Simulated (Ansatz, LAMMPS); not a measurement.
# Squeezing and shearing amorphous 67HfO2-33GeO2 (mol %) (72 atoms), part 3 of 4

How stiff is amorphous 67HfO2-33GeO2 (mol %) (72 atoms), and how do its levels respond to strain?

Ansatz 0.2.0; Kohn-Sham DFT, PBE, PAW (set soft_1), plane waves; PAW set soft_1.

The cell: 16 Hf, 8 Ge and 48 O. The quench rate of 20 K/ps far exceeds what a furnace or splat quench reaches. The network of bonds at the start is that of the classical potential that made the cell. The Brillouin zone is sampled at Γ only. Spin–orbit coupling is left out.

So far. Step 6 (Volume +3 %): The relaxation converged after 10 steps, 0.235 eV below its start, with a largest force component of 0.044 eV/Å. Step 6 (Volume +3 %): Volume +3 %: the energy stands 0.245 eV above that of the reference, at a pressure of -2.61 GPa.

## (7) Volume -6 %

The relaxed cell is scaled to another volume.

Contents of input.yaml:

```yaml
crystal:
  lattice:
    - [10.22038, -0.2982, -0.17512]
    - [-0.2982, 9.3405, -0.10984]
    - [-0.17512, -0.10984, 9.9228]
  atoms:
    [... the 72 atom lines of step 4 ...]
kpoints:
  mp_grid: { grid: [1, 1, 1] }
hamiltonian:
  xc: pbe
  pseudopotentials: { kind: paw, azcp: { folder: soft_1 } }
scf:
  occupations: { method: gaussian, width: 0.025 }
output:
  forces: true
  eigenvalues: true
  stress: true
relax:
  f_tol: 0.05
  max_steps: 70
```

On the command line:

```
$ ansatz run input.yaml --threads 4 --pin off --max-ram 8192MiB --backend cpu --events-out ev --progress --plain --runs-dir out
```

What it wrote:

```text
[...]
Crystal: 72 atoms, lattice volume = 945.961 Å³
Basis set: ecut = 420 eV, 18499 PW (Γ), exchange–correlation on 144×128×144 points (8 copies of the dense FFT grid, shifted against one another)
Bands: 490, of which v1, the nominal top of the filled ones, is band 408 counted from 1 (407 counted from 0)
Symmetry: 1 space group operations
[...]
k-points: 1
[...]
SCF iter   1: F=—  HF=-313280.878400 eV  |F-HF|=—  |Δ(HF+E_count)|=         —  Δρ=1.12e-1  dr2=2.78e2  ethr=3.10e-3  ⟨swp⟩=6.0  Hψ=1539  notcnv=0  defer=56
[...]
SCF iter  11: F=—  HF=-313226.014348 eV  |F-HF|=—  |Δ(HF+E_count)|=   1.15e-4  Δρ=5.55e-5  dr2=4.05e-5  ethr=1.80e-8  ⟨swp⟩=2.0  Hψ=817  notcnv=0  defer=77
SCF iter  12: F=-313226.014394 eV  HF=-313226.014403 eV  |F-HF|=9.39e-6  |Δ(HF+E_count)|=   5.55e-5  Δρ=4.57e-5  dr2=1.84e-5  ethr=4.97e-9  ⟨swp⟩=13.0  Hψ=2690  notcnv=0
SCF 1 converged in 12 iterations: F = -313226.014394 eV  dr2 = 1.84e-5
[...]
relax step   1: F+E_penalty+E_count = -313226.01439401 eV  Δ(F+E_penalty+E_count) = +0.000e0 eV  max|allowed force component| = 8.585e-1 eV/Å  Δτ_max = 0.0000 Å  (12 SCF iters, dr2 threshold 6.25e-5 eV, accepted)
[...]
relax step   2: F+E_penalty+E_count = -313226.68366540 eV  Δ(F+E_penalty+E_count) = -6.693e-1 eV  max|allowed force component| = 4.475e-1 eV/Å  Δτ_max = 0.1014 Å  (7 SCF iters, dr2 threshold 4.61e-5 eV, accepted)
[...]
relax step   3: F+E_penalty+E_count = -313226.93894409 eV  Δ(F+E_penalty+E_count) = -2.553e-1 eV  max|allowed force component| = 2.796e-1 eV/Å  Δτ_max = 0.0888 Å  (8 SCF iters, dr2 threshold 1.25e-5 eV, accepted)
relax step   4: F+E_penalty+E_count = -313227.12576704 eV  Δ(F+E_penalty+E_count) = -1.868e-1 eV  max|allowed force component| = 4.299e-1 eV/Å  Δτ_max = 0.2000 Å  (7 SCF iters, dr2 threshold 2.12e-5 eV, accepted)
relax step   5: F+E_penalty+E_count = -313227.19041276 eV  Δ(F+E_penalty+E_count) = -6.465e-2 eV  max|allowed force component| = 3.160e-1 eV/Å  Δτ_max = 0.1669 Å  (7 SCF iters, dr2 threshold 7.22e-5 eV, accepted)
relax step   6: F+E_penalty+E_count = -313227.21433167 eV  Δ(F+E_penalty+E_count) = -2.392e-2 eV  max|allowed force component| = 2.624e-1 eV/Å  Δτ_max = 0.2000 Å  (7 SCF iters, dr2 threshold 5.39e-5 eV, accepted)
relax step   7: F+E_penalty+E_count = -313227.16688442 eV  Δ(F+E_penalty+E_count) = +4.745e-2 eV  max|allowed force component| = 3.099e-1 eV/Å  Δτ_max = 0.2000 Å  (7 SCF iters, dr2 threshold 3.72e-5 eV, rejected (line search))
relax step   8: F+E_penalty+E_count = -313227.24867621 eV  Δ(F+E_penalty+E_count) = -3.434e-2 eV  max|allowed force component| = 2.557e-1 eV/Å  Δτ_max = 0.0989 Å  (11 SCF iters, accepted)
relax step   9: F+E_penalty+E_count = -313227.23759577 eV  Δ(F+E_penalty+E_count) = +1.108e-2 eV  max|allowed force component| = 2.246e-1 eV/Å  Δτ_max = 0.1000 Å  (7 SCF iters, dr2 threshold 4.51e-5 eV, rejected (line search))
relax step  10: F+E_penalty+E_count = -313227.26378991 eV  Δ(F+E_penalty+E_count) = -1.511e-2 eV  max|allowed force component| = 1.485e-1 eV/Å  Δτ_max = 0.0436 Å  (9 SCF iters, accepted)
relax step  11: F+E_penalty+E_count = -313227.25965315 eV  Δ(F+E_penalty+E_count) = +4.137e-3 eV  max|allowed force component| = 2.685e-1 eV/Å  Δτ_max = 0.0500 Å  (7 SCF iters, dr2 threshold 7.44e-6 eV, rejected (line search))
[...]
relax step  12: F+E_penalty+E_count = -313227.26956768 eV  Δ(F+E_penalty+E_count) = -5.778e-3 eV  max|allowed force component| = 2.238e-2 eV/Å  Δτ_max = 0.0189 Å  (9 SCF iters, accepted)
SCF converged after 9 iterations
Free energy (F): -313227.269568 eV
[...]
Internal energy: -313227.269568 eV  (E = F + TS)
E sigma→0 (E₀):  -313227.269568 eV
Fermi energy:    10.587426 eV
[...]
Σ components = -313227.269568   (vs F -313227.269568, Δ=0.00e0)
--- Forces (eV/Å), atoms counted from 1 ---
  atom   1  Hf     0.00342005    -0.00451977    -0.01576526
  atom   2  Hf     0.00185667     0.00781916     0.00512757
  atom   3  Hf     0.00004407    -0.00015276    -0.00073815
  atom   4  Hf    -0.00339912     0.00639367     0.00975218
[...]
atom  72  O     -0.00495169     0.00665755    -0.00070452
  max |Σ_I F_I| component: 6.65e-5 eV/Å
--- Stress (GPa, compression-positive) ---
        5.417817       0.997769       0.470213
        0.997769       5.553548       0.014137
        0.470213       0.014137       5.271034
  P = ⅓ Tr σ = 5.4141 GPa (54.141 kbar)
--- Band table (eV) ---
[...]
--- Relaxed structure (12 steps of the walk, 9 accepted, 0 SCFs on fresh bases) ---
  F+E_penalty+E_count = -313227.26956768 eV   max|allowed force component| = 2.238e-2 eV/Å
  atoms:
    - { symbol: Hf, position: [0.790318, 0.841092, 0.213437] }
    - { symbol: Hf, position: [0.499857, 0.623843, 0.702805] }
    - { symbol: Hf, position: [0.758003, 0.360400, 0.706199] }
    - { symbol: Hf, position: [0.293056, 0.913932, 0.850039] }
[...]
- { symbol: O, position: [0.658599, 0.756309, 0.776681] }
```

Run time: 3 min. Hardware: 4 threads of Arm Neoverse V2, shared host; peak memory 1.7 GiB.

The relaxation converged after 12 steps, 1.26 eV below its start, with a largest force component of 0.022 eV/Å.

Volume -6 %: the energy stands 0.984 eV above that of the reference, at a pressure of 5.41 GPa.

## (8) Volume +6 %

The relaxed cell is scaled to another volume.

input.yaml, the sections that differ from step 7:

```yaml
crystal:
  lattice:
    - [10.638, -0.31038, -0.18228]
    - [-0.31038, 9.72216, -0.11433]
    - [-0.18228, -0.11433, 10.32825]
  atoms:
    [... the 72 atom lines of step 4 ...]
# kpoints, hamiltonian, scf, output, relax: as in step 7
```

What it wrote:

```text
[...]
Crystal: 72 atoms, lattice volume = 1066.722 Å³
Basis set: ecut = 420 eV, 20891 PW (Γ), exchange–correlation on 144×144×144 points (8 copies of the dense FFT grid, shifted against one another)
Bands: 490, of which v1, the nominal top of the filled ones, is band 408 counted from 1 (407 counted from 0)
Symmetry: 1 space group operations
[...]
k-points: 1
[...]
SCF iter   1: F=—  HF=-313279.420461 eV  |F-HF|=—  |Δ(HF+E_count)|=         —  Δρ=1.26e-1  dr2=4.68e2  ethr=3.10e-3  ⟨swp⟩=6.0  Hψ=1541  notcnv=0  defer=54
[...]
SCF iter  10: F=—  HF=-313226.451266 eV  |F-HF|=—  |Δ(HF+E_count)|=   4.48e-4  Δρ=1.13e-4  dr2=1.22e-4  ethr=1.39e-7  ⟨swp⟩=2.0  Hψ=717  notcnv=0  defer=77
SCF iter  11: F=-313226.451309 eV  HF=-313226.451316 eV  |F-HF|=6.23e-6  |Δ(HF+E_count)|=   4.97e-5  Δρ=6.12e-5  dr2=3.94e-5  ethr=7.66e-9  ⟨swp⟩=12.0  Hψ=2736  notcnv=0
SCF 1 converged in 11 iterations: F = -313226.451309 eV  dr2 = 3.94e-5
[...]
relax step   1: F+E_penalty+E_count = -313226.45130942 eV  Δ(F+E_penalty+E_count) = +0.000e0 eV  max|allowed force component| = 6.701e-1 eV/Å  Δτ_max = 0.0000 Å  (11 SCF iters, dr2 threshold 6.25e-5 eV, accepted)
[...]
relax step   2: F+E_penalty+E_count = -313226.94695436 eV  Δ(F+E_penalty+E_count) = -4.956e-1 eV  max|allowed force component| = 3.908e-1 eV/Å  Δτ_max = 0.1143 Å  (8 SCF iters, dr2 threshold 2.81e-5 eV, accepted)
[...]
relax step   3: F+E_penalty+E_count = -313227.12435201 eV  Δ(F+E_penalty+E_count) = -1.774e-1 eV  max|allowed force component| = 3.099e-1 eV/Å  Δτ_max = 0.0501 Å  (7 SCF iters, dr2 threshold 9.55e-6 eV, accepted)
relax step   4: F+E_penalty+E_count = -313227.16244077 eV  Δ(F+E_penalty+E_count) = -3.809e-2 eV  max|allowed force component| = 5.924e-1 eV/Å  Δτ_max = 0.2000 Å  (8 SCF iters, dr2 threshold 3.27e-5 eV, accepted)
relax step   5: F+E_penalty+E_count = -313227.25150013 eV  Δ(F+E_penalty+E_count) = -8.906e-2 eV  max|allowed force component| = 2.443e-1 eV/Å  Δτ_max = 0.0805 Å  (6 SCF iters, dr2 threshold 1.00e-4 eV, accepted)
relax step   6: F+E_penalty+E_count = -313227.27999182 eV  Δ(F+E_penalty+E_count) = -2.849e-2 eV  max|allowed force component| = 8.573e-2 eV/Å  Δτ_max = 0.2000 Å  (7 SCF iters, dr2 threshold 1.01e-5 eV, accepted)
relax step   7: F+E_penalty+E_count = -313227.28705855 eV  Δ(F+E_penalty+E_count) = -7.067e-3 eV  max|allowed force component| = 1.447e-1 eV/Å  Δτ_max = 0.1554 Å  (10 SCF iters, accepted)
relax step   8: F+E_penalty+E_count = -313227.29242504 eV  Δ(F+E_penalty+E_count) = -5.366e-3 eV  max|allowed force component| = 7.297e-2 eV/Å  Δτ_max = 0.0678 Å  (7 SCF iters, dr2 threshold 2.58e-6 eV, accepted)
relax step   9: F+E_penalty+E_count = -313227.29382203 eV  Δ(F+E_penalty+E_count) = -1.397e-3 eV  max|allowed force component| = 6.569e-2 eV/Å  Δτ_max = 0.2000 Å  (10 SCF iters, accepted)
relax step  10: F+E_penalty+E_count = -313227.29803357 eV  Δ(F+E_penalty+E_count) = -4.212e-3 eV  max|allowed force component| = 5.066e-2 eV/Å  Δτ_max = 0.0556 Å  (9 SCF iters, accepted)
[...]
relax step  11: F+E_penalty+E_count = -313227.29888217 eV  Δ(F+E_penalty+E_count) = -8.486e-4 eV  max|allowed force component| = 3.363e-2 eV/Å  Δτ_max = 0.0185 Å  (8 SCF iters, accepted)
SCF converged after 8 iterations
Free energy (F): -313227.298882 eV
[...]
Internal energy: -313227.298882 eV  (E = F + TS)
E sigma→0 (E₀):  -313227.298882 eV
Fermi energy:    8.727578 eV
[...]
Σ components = -313227.298882   (vs F -313227.298882, Δ=0.00e0)
--- Forces (eV/Å), atoms counted from 1 ---
  atom   1  Hf    -0.00845537     0.00043893     0.01059092
  atom   2  Hf     0.00516379    -0.00395412    -0.00002050
  atom   3  Hf    -0.00564738     0.01302738     0.00304871
  atom   4  Hf    -0.00971119    -0.00686499     0.00149790
[...]
atom  72  O      0.00454429     0.00355975     0.00134254
  max |Σ_I F_I| component: 1.12e-4 eV/Å
--- Stress (GPa, compression-positive) ---
       -5.338219      -0.138464      -0.152666
       -0.138464      -4.899305      -0.062479
       -0.152666      -0.062479      -4.403181
  P = ⅓ Tr σ = -4.8802 GPa (-48.802 kbar)
--- Band table (eV) ---
[...]
--- Relaxed structure (11 steps of the walk, 11 accepted, 0 SCFs on fresh bases) ---
  F+E_penalty+E_count = -313227.29888217 eV   max|allowed force component| = 3.363e-2 eV/Å
  atoms:
    - { symbol: Hf, position: [0.790610, 0.822524, 0.206360] }
    - { symbol: Hf, position: [0.485036, 0.651160, 0.730841] }
    - { symbol: Hf, position: [0.770607, 0.347462, 0.691684] }
    - { symbol: Hf, position: [0.291320, 0.945170, 0.878605] }
[...]
- { symbol: O, position: [0.660864, 0.754676, 0.782426] }
```

It took 3 min on 4 threads; peak memory 1.8 GiB.

The relaxation converged after 11 steps, 0.848 eV below its start, with a largest force component of 0.034 eV/Å.

Volume +6 %: the energy stands 0.955 eV above that of the reference, at a pressure of -4.88 GPa.

## (9) Volume -10 %

The relaxed cell is scaled to another volume.

Input and log are left out; they have the form of those shown for this kind of step.

Elapsed: 2.7 min, on 4 threads of Arm Neoverse V2, shared host; peak memory 1.6 GiB.

The relaxation converged after 11 steps, 3.80 eV below its start, with a largest force component of 0.041 eV/Å.

Volume -10 %: the energy stands 2.91 eV above that of the reference, at a pressure of 9.99 GPa.

## (10) Stretched by 1 % along x

The relaxed cell is strained along x alone, which gives the stiffness along x and its coupling to y and z.

input.yaml, the sections that differ from step 8:

```yaml
crystal:
  lattice:
    - [10.5377, -0.30441, -0.17877]
    - [-0.30745, 9.53515, -0.11213]
    - [-0.18056, -0.11213, 10.12958]
  atoms:
    [... the 72 atom lines of step 4 ...]
# kpoints, hamiltonian, scf, output, relax: as in step 8
```

What it wrote:

```text
[...]
Crystal: 72 atoms, lattice volume = 1016.405 Å³
Basis set: ecut = 420 eV, 19829 PW (Γ), exchange–correlation on 144×128×144 points (8 copies of the dense FFT grid, shifted against one another)
Bands: 490, of which v1, the nominal top of the filled ones, is band 408 counted from 1 (407 counted from 0)
Symmetry: 1 space group operations
[...]
k-points: 1
[...]
SCF iter   1: F=—  HF=-313281.413119 eV  |F-HF|=—  |Δ(HF+E_count)|=         —  Δρ=1.20e-1  dr2=3.86e2  ethr=3.10e-3  ⟨swp⟩=6.0  Hψ=1532  notcnv=0  defer=56
[...]
SCF iter  10: F=—  HF=-313228.152766 eV  |F-HF|=—  |Δ(HF+E_count)|=   4.53e-4  Δρ=1.29e-4  dr2=1.55e-4  ethr=1.44e-7  ⟨swp⟩=2.0  Hψ=807  notcnv=0  defer=77
SCF iter  11: F=-313228.152793 eV  HF=-313228.152800 eV  |F-HF|=6.85e-6  |Δ(HF+E_count)|=   3.39e-5  Δρ=6.36e-5  dr2=3.89e-5  ethr=7.66e-9  ⟨swp⟩=12.0  Hψ=2823  notcnv=0
SCF 1 converged in 11 iterations: F = -313228.152793 eV  dr2 = 3.89e-5
[...]
relax step   1: F+E_penalty+E_count = -313228.15279287 eV  Δ(F+E_penalty+E_count) = +0.000e0 eV  max|allowed force component| = 2.212e-1 eV/Å  Δτ_max = 0.0000 Å  (11 SCF iters, dr2 threshold 6.25e-5 eV, accepted)
[...]
relax step   2: F+E_penalty+E_count = -313228.18067869 eV  Δ(F+E_penalty+E_count) = -2.789e-2 eV  max|allowed force component| = 1.287e-1 eV/Å  Δτ_max = 0.0261 Å  (7 SCF iters, dr2 threshold 3.06e-6 eV, accepted)
[...]
relax step   3: F+E_penalty+E_count = -313228.18955429 eV  Δ(F+E_penalty+E_count) = -8.876e-3 eV  max|allowed force component| = 6.291e-2 eV/Å  Δτ_max = 0.0163 Å  (8 SCF iters, accepted)
relax step   4: F+E_penalty+E_count = -313228.19462773 eV  Δ(F+E_penalty+E_count) = -5.073e-3 eV  max|allowed force component| = 1.674e-1 eV/Å  Δτ_max = 0.0509 Å  (9 SCF iters, accepted)
relax step   5: F+E_penalty+E_count = -313228.18676068 eV  Δ(F+E_penalty+E_count) = +7.867e-3 eV  max|allowed force component| = 2.359e-1 eV/Å  Δτ_max = 0.2000 Å  (7 SCF iters, dr2 threshold 6.70e-6 eV, rejected (line search))
[...]
relax step   6: F+E_penalty+E_count = -313228.20207785 eV  Δ(F+E_penalty+E_count) = -7.450e-3 eV  max|allowed force component| = 4.188e-2 eV/Å  Δτ_max = 0.0964 Å  (9 SCF iters, accepted)
SCF converged after 9 iterations
Free energy (F): -313228.202078 eV
[...]
Internal energy: -313228.202078 eV  (E = F + TS)
E sigma→0 (E₀):  -313228.202078 eV
Fermi energy:    9.414874 eV
[...]
Σ components = -313228.202078   (vs F -313228.202078, Δ=0.00e0)
--- Forces (eV/Å), atoms counted from 1 ---
  atom   1  Hf    -0.02497971    -0.00838211     0.00174365
  atom   2  Hf    -0.00460582     0.00693111    -0.00887084
  atom   3  Hf     0.01165374     0.00032166    -0.01224707
  atom   4  Hf     0.00163381    -0.00009674     0.01745453
[...]
atom  72  O      0.00724968     0.00131360    -0.00071283
  max |Σ_I F_I| component: 1.24e-4 eV/Å
--- Stress (GPa, compression-positive) ---
       -1.545542      -0.103906      -0.057276
       -0.103906      -0.565319       0.015833
       -0.057276       0.015833      -0.550589
  P = ⅓ Tr σ = -0.8871 GPa (-8.871 kbar)
--- Band table (eV) ---
[...]
--- Relaxed structure (6 steps of the walk, 5 accepted, 0 SCFs on fresh bases) ---
  F+E_penalty+E_count = -313228.20207785 eV   max|allowed force component| = 4.188e-2 eV/Å
  atoms:
    - { symbol: Hf, position: [0.795054, 0.827680, 0.210333] }
    - { symbol: Hf, position: [0.488600, 0.640486, 0.725065] }
    - { symbol: Hf, position: [0.768524, 0.349601, 0.699492] }
    - { symbol: Hf, position: [0.289898, 0.934931, 0.862009] }
[...]
- { symbol: O, position: [0.659408, 0.756380, 0.782467] }
```

Elapsed: 96 s, on 4 threads; peak memory 1.7 GiB.

The relaxation converged after 6 steps, 0.0493 eV below its start, with a largest force component of 0.042 eV/Å.

Stretched by 1 % along x: the energy stands 0.0519 eV above that of the reference, at a pressure of -0.887 GPa.

## (11) Compressed by 1 % along x

The relaxed cell is strained along x alone, which gives the stiffness along x and its coupling to y and z.

input.yaml, the sections that differ from step 10:

```yaml
crystal:
  lattice:
    - [10.32904, -0.30441, -0.17877]
    - [-0.30137, 9.53515, -0.11213]
    - [-0.17698, -0.11213, 10.12958]
  atoms:
    [... the 72 atom lines of step 4 ...]
# kpoints, hamiltonian, scf, output, relax: as in step 10
```

What it wrote:

```text
[...]
Crystal: 72 atoms, lattice volume = 996.279 Å³
Basis set: ecut = 420 eV, 19429 PW (Γ), exchange–correlation on 144×128×144 points (8 copies of the dense FFT grid, shifted against one another)
Bands: 490, of which v1, the nominal top of the filled ones, is band 408 counted from 1 (407 counted from 0)
Symmetry: 1 space group operations
[...]
k-points: 1
[...]
SCF iter   1: F=—  HF=-313281.717892 eV  |F-HF|=—  |Δ(HF+E_count)|=         —  Δρ=1.18e-1  dr2=3.55e2  ethr=3.10e-3  ⟨swp⟩=6.0  Hψ=1539  notcnv=0  defer=56
[...]
SCF iter  11: F=-313228.143921 eV  HF=-313228.143926 eV  |F-HF|=5.42e-6  |Δ(HF+E_count)|=   2.24e-5  Δρ=6.41e-5  dr2=3.75e-5  ethr=7.66e-9  ⟨swp⟩=12.0  Hψ=2826  notcnv=0
SCF 1 converged in 11 iterations: F = -313228.143921 eV  dr2 = 3.75e-5
[...]
relax step   1: F+E_penalty+E_count = -313228.14392089 eV  Δ(F+E_penalty+E_count) = +0.000e0 eV  max|allowed force component| = 2.428e-1 eV/Å  Δτ_max = 0.0000 Å  (11 SCF iters, dr2 threshold 6.25e-5 eV, accepted)
[...]
relax step   2: F+E_penalty+E_count = -313228.17483684 eV  Δ(F+E_penalty+E_count) = -3.092e-2 eV  max|allowed force component| = 1.280e-1 eV/Å  Δτ_max = 0.0250 Å  (7 SCF iters, dr2 threshold 3.68e-6 eV, accepted)
[...]
relax step   3: F+E_penalty+E_count = -313228.18455413 eV  Δ(F+E_penalty+E_count) = -9.717e-3 eV  max|allowed force component| = 6.706e-2 eV/Å  Δτ_max = 0.0175 Å  (8 SCF iters, accepted)
relax step   4: F+E_penalty+E_count = -313228.18981325 eV  Δ(F+E_penalty+E_count) = -5.259e-3 eV  max|allowed force component| = 9.676e-2 eV/Å  Δτ_max = 0.0483 Å  (9 SCF iters, accepted)
relax step   5: F+E_penalty+E_count = -313228.19084837 eV  Δ(F+E_penalty+E_count) = -1.035e-3 eV  max|allowed force component| = 1.050e-1 eV/Å  Δτ_max = 0.1342 Å  (7 SCF iters, dr2 threshold 2.57e-6 eV, accepted)
relax step   6: F+E_penalty+E_count = -313228.19563808 eV  Δ(F+E_penalty+E_count) = -4.790e-3 eV  max|allowed force component| = 3.325e-2 eV/Å  Δτ_max = 0.0561 Å  (6 SCF iters, dr2 threshold 1.10e-5 eV, accepted)
[...]
relax step   7: F+E_penalty+E_count = -313228.19564029 eV  Δ(F+E_penalty+E_count) = -2.211e-6 eV  max|allowed force component| = 3.321e-2 eV/Å  Δτ_max = 0.0000 Å  (5 SCF iters, accepted)
SCF converged after 5 iterations
Free energy (F): -313228.195640 eV
[...]
Internal energy: -313228.195640 eV  (E = F + TS)
E sigma→0 (E₀):  -313228.195640 eV
Fermi energy:    9.704162 eV
[...]
--- Forces (eV/Å), atoms counted from 1 ---
  atom   1  Hf     0.00110565    -0.00181558    -0.00391419
  atom   2  Hf    -0.01012542    -0.00528341     0.00006624
  atom   3  Hf    -0.01390962    -0.00921531    -0.00167193
  atom   4  Hf    -0.02052917    -0.02073199    -0.01056011
  atom   5  Hf    -0.00771587    -0.00908282    -0.02190075
  atom   6  Hf     0.00154985    -0.00431601    -0.00481929
  atom   7  Hf    -0.00022688     0.00479545    -0.00014428
  atom   8  Hf     0.01958251     0.01519707    -0.03009130
  atom   9  Hf     0.02189649     0.00036199    -0.01606081
  atom  10  Hf    -0.01742360    -0.01661407     0.01240356
  atom  11  Hf    -0.00599399    -0.02884661     0.00649103
  atom  12  Hf    -0.00002460    -0.03040500    -0.00450265
  atom  13  Hf     0.02105790     0.00150343    -0.01388948
  atom  14  Hf     0.00562210     0.00587550    -0.01651572
[...]
atom  71  O      0.00224259     0.00258335     0.01749709
  atom  72  O     -0.00261708    -0.00376086     0.00925302
  max |Σ_I F_I| component: 6.46e-5 eV/Å
--- Stress (GPa, compression-positive) ---
        1.611130       0.174772       0.085700
        0.174772       0.501859      -0.037828
        0.085700      -0.037828       0.538026
  P = ⅓ Tr σ = 0.8837 GPa (8.837 kbar)
--- Band table (eV) ---
[...]
--- Relaxed structure (7 steps of the walk, 7 accepted, 0 SCFs on fresh bases) ---
  F+E_penalty+E_count = -313228.19564029 eV   max|allowed force component| = 3.321e-2 eV/Å
  atoms:
    - { symbol: Hf, position: [0.793212, 0.831314, 0.210526] }
    - { symbol: Hf, position: [0.490385, 0.634914, 0.718974] }
    - { symbol: Hf, position: [0.766866, 0.353097, 0.697328] }
    - { symbol: Hf, position: [0.292949, 0.928963, 0.859794] }
[...]
- { symbol: O, position: [0.658375, 0.755344, 0.781878] }
```

Run time: 1.7 min. Hardware: 4 threads; peak memory 1.7 GiB.

The relaxation converged after 7 steps, 0.0517 eV below its start, with a largest force component of 0.033 eV/Å.

Compressed by 1 % along x: the energy stands 0.0583 eV above that of the reference, at a pressure of 0.884 GPa.

[end of part 3 of 4]

[Long decimals in the printed logs are rounded to 6 places.]

[Logs are printed without paths, hosts, clocks, repeated set-up lines and the standing remarks that a program may print on its own settings, such as how far it seeks lower states.]

[Hosts, paths, dates, database ids (printed as entryN), source tags and the programs' standing remarks are cut or masked in the printed files.]
